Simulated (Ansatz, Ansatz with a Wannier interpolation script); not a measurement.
Rows from a G0W0 calculation on In2O3 (R-3c) (Ansatz 0.2.0; G0W0 on LDA, plane waves, PAW; 4×4×4 mesh, 526 empty bands, screening to 150 eV), in eV. Spin-orbit coupling is left out.

```tsv
row	k	band	start	Σx	Σc at the solution	Vxc
A	(0.000, 0.000, 0.250)	c1	11.361	-14.590	-3.048	-18.450
B	Γ	c1	9.767	-12.672	-3.375	-16.763
C	(0.000, 0.000, 0.250)	v1	8.583	-26.846	4.569	-21.758
D	(0.000, 0.000, 0.250)	v2	8.415	-26.641	4.593	-21.521
E	Γ	v3	8.312	-26.504	4.500	-21.489
F	Γ	v1	8.543	-27.536	4.282	-22.734
```

Question: Give the quasiparticle energies and the shift of each level.

The quasiparticle equation reads E = start + Σx + Σc(E) − Vxc.

```tsv
row	E (eV)	shift (eV)
A	12.172	+0.812
B	10.483	+0.716
C	8.064	−0.519
D	7.889	−0.527
E	7.797	−0.515
F	8.024	−0.519
```

The gap over the computed points goes from 1.18 eV to 2.42 eV.

Limits: not at the basis limit; no spin-orbit coupling.

[Paths, hosts, dates, memory and timing lines, banners, echoed tables and standing remarks are left out of the program output.]

[Logs are printed without paths, hosts, clocks, repeated set-up lines and the standing remarks that a program may print on its own settings, such as how far it seeks lower states.]

[Runs of the session that timed out or met a known fault of the program may be left out.]

[Hosts, paths, dates, database ids (printed as entryN), source tags and the programs' standing remarks are cut or masked in the printed files.]
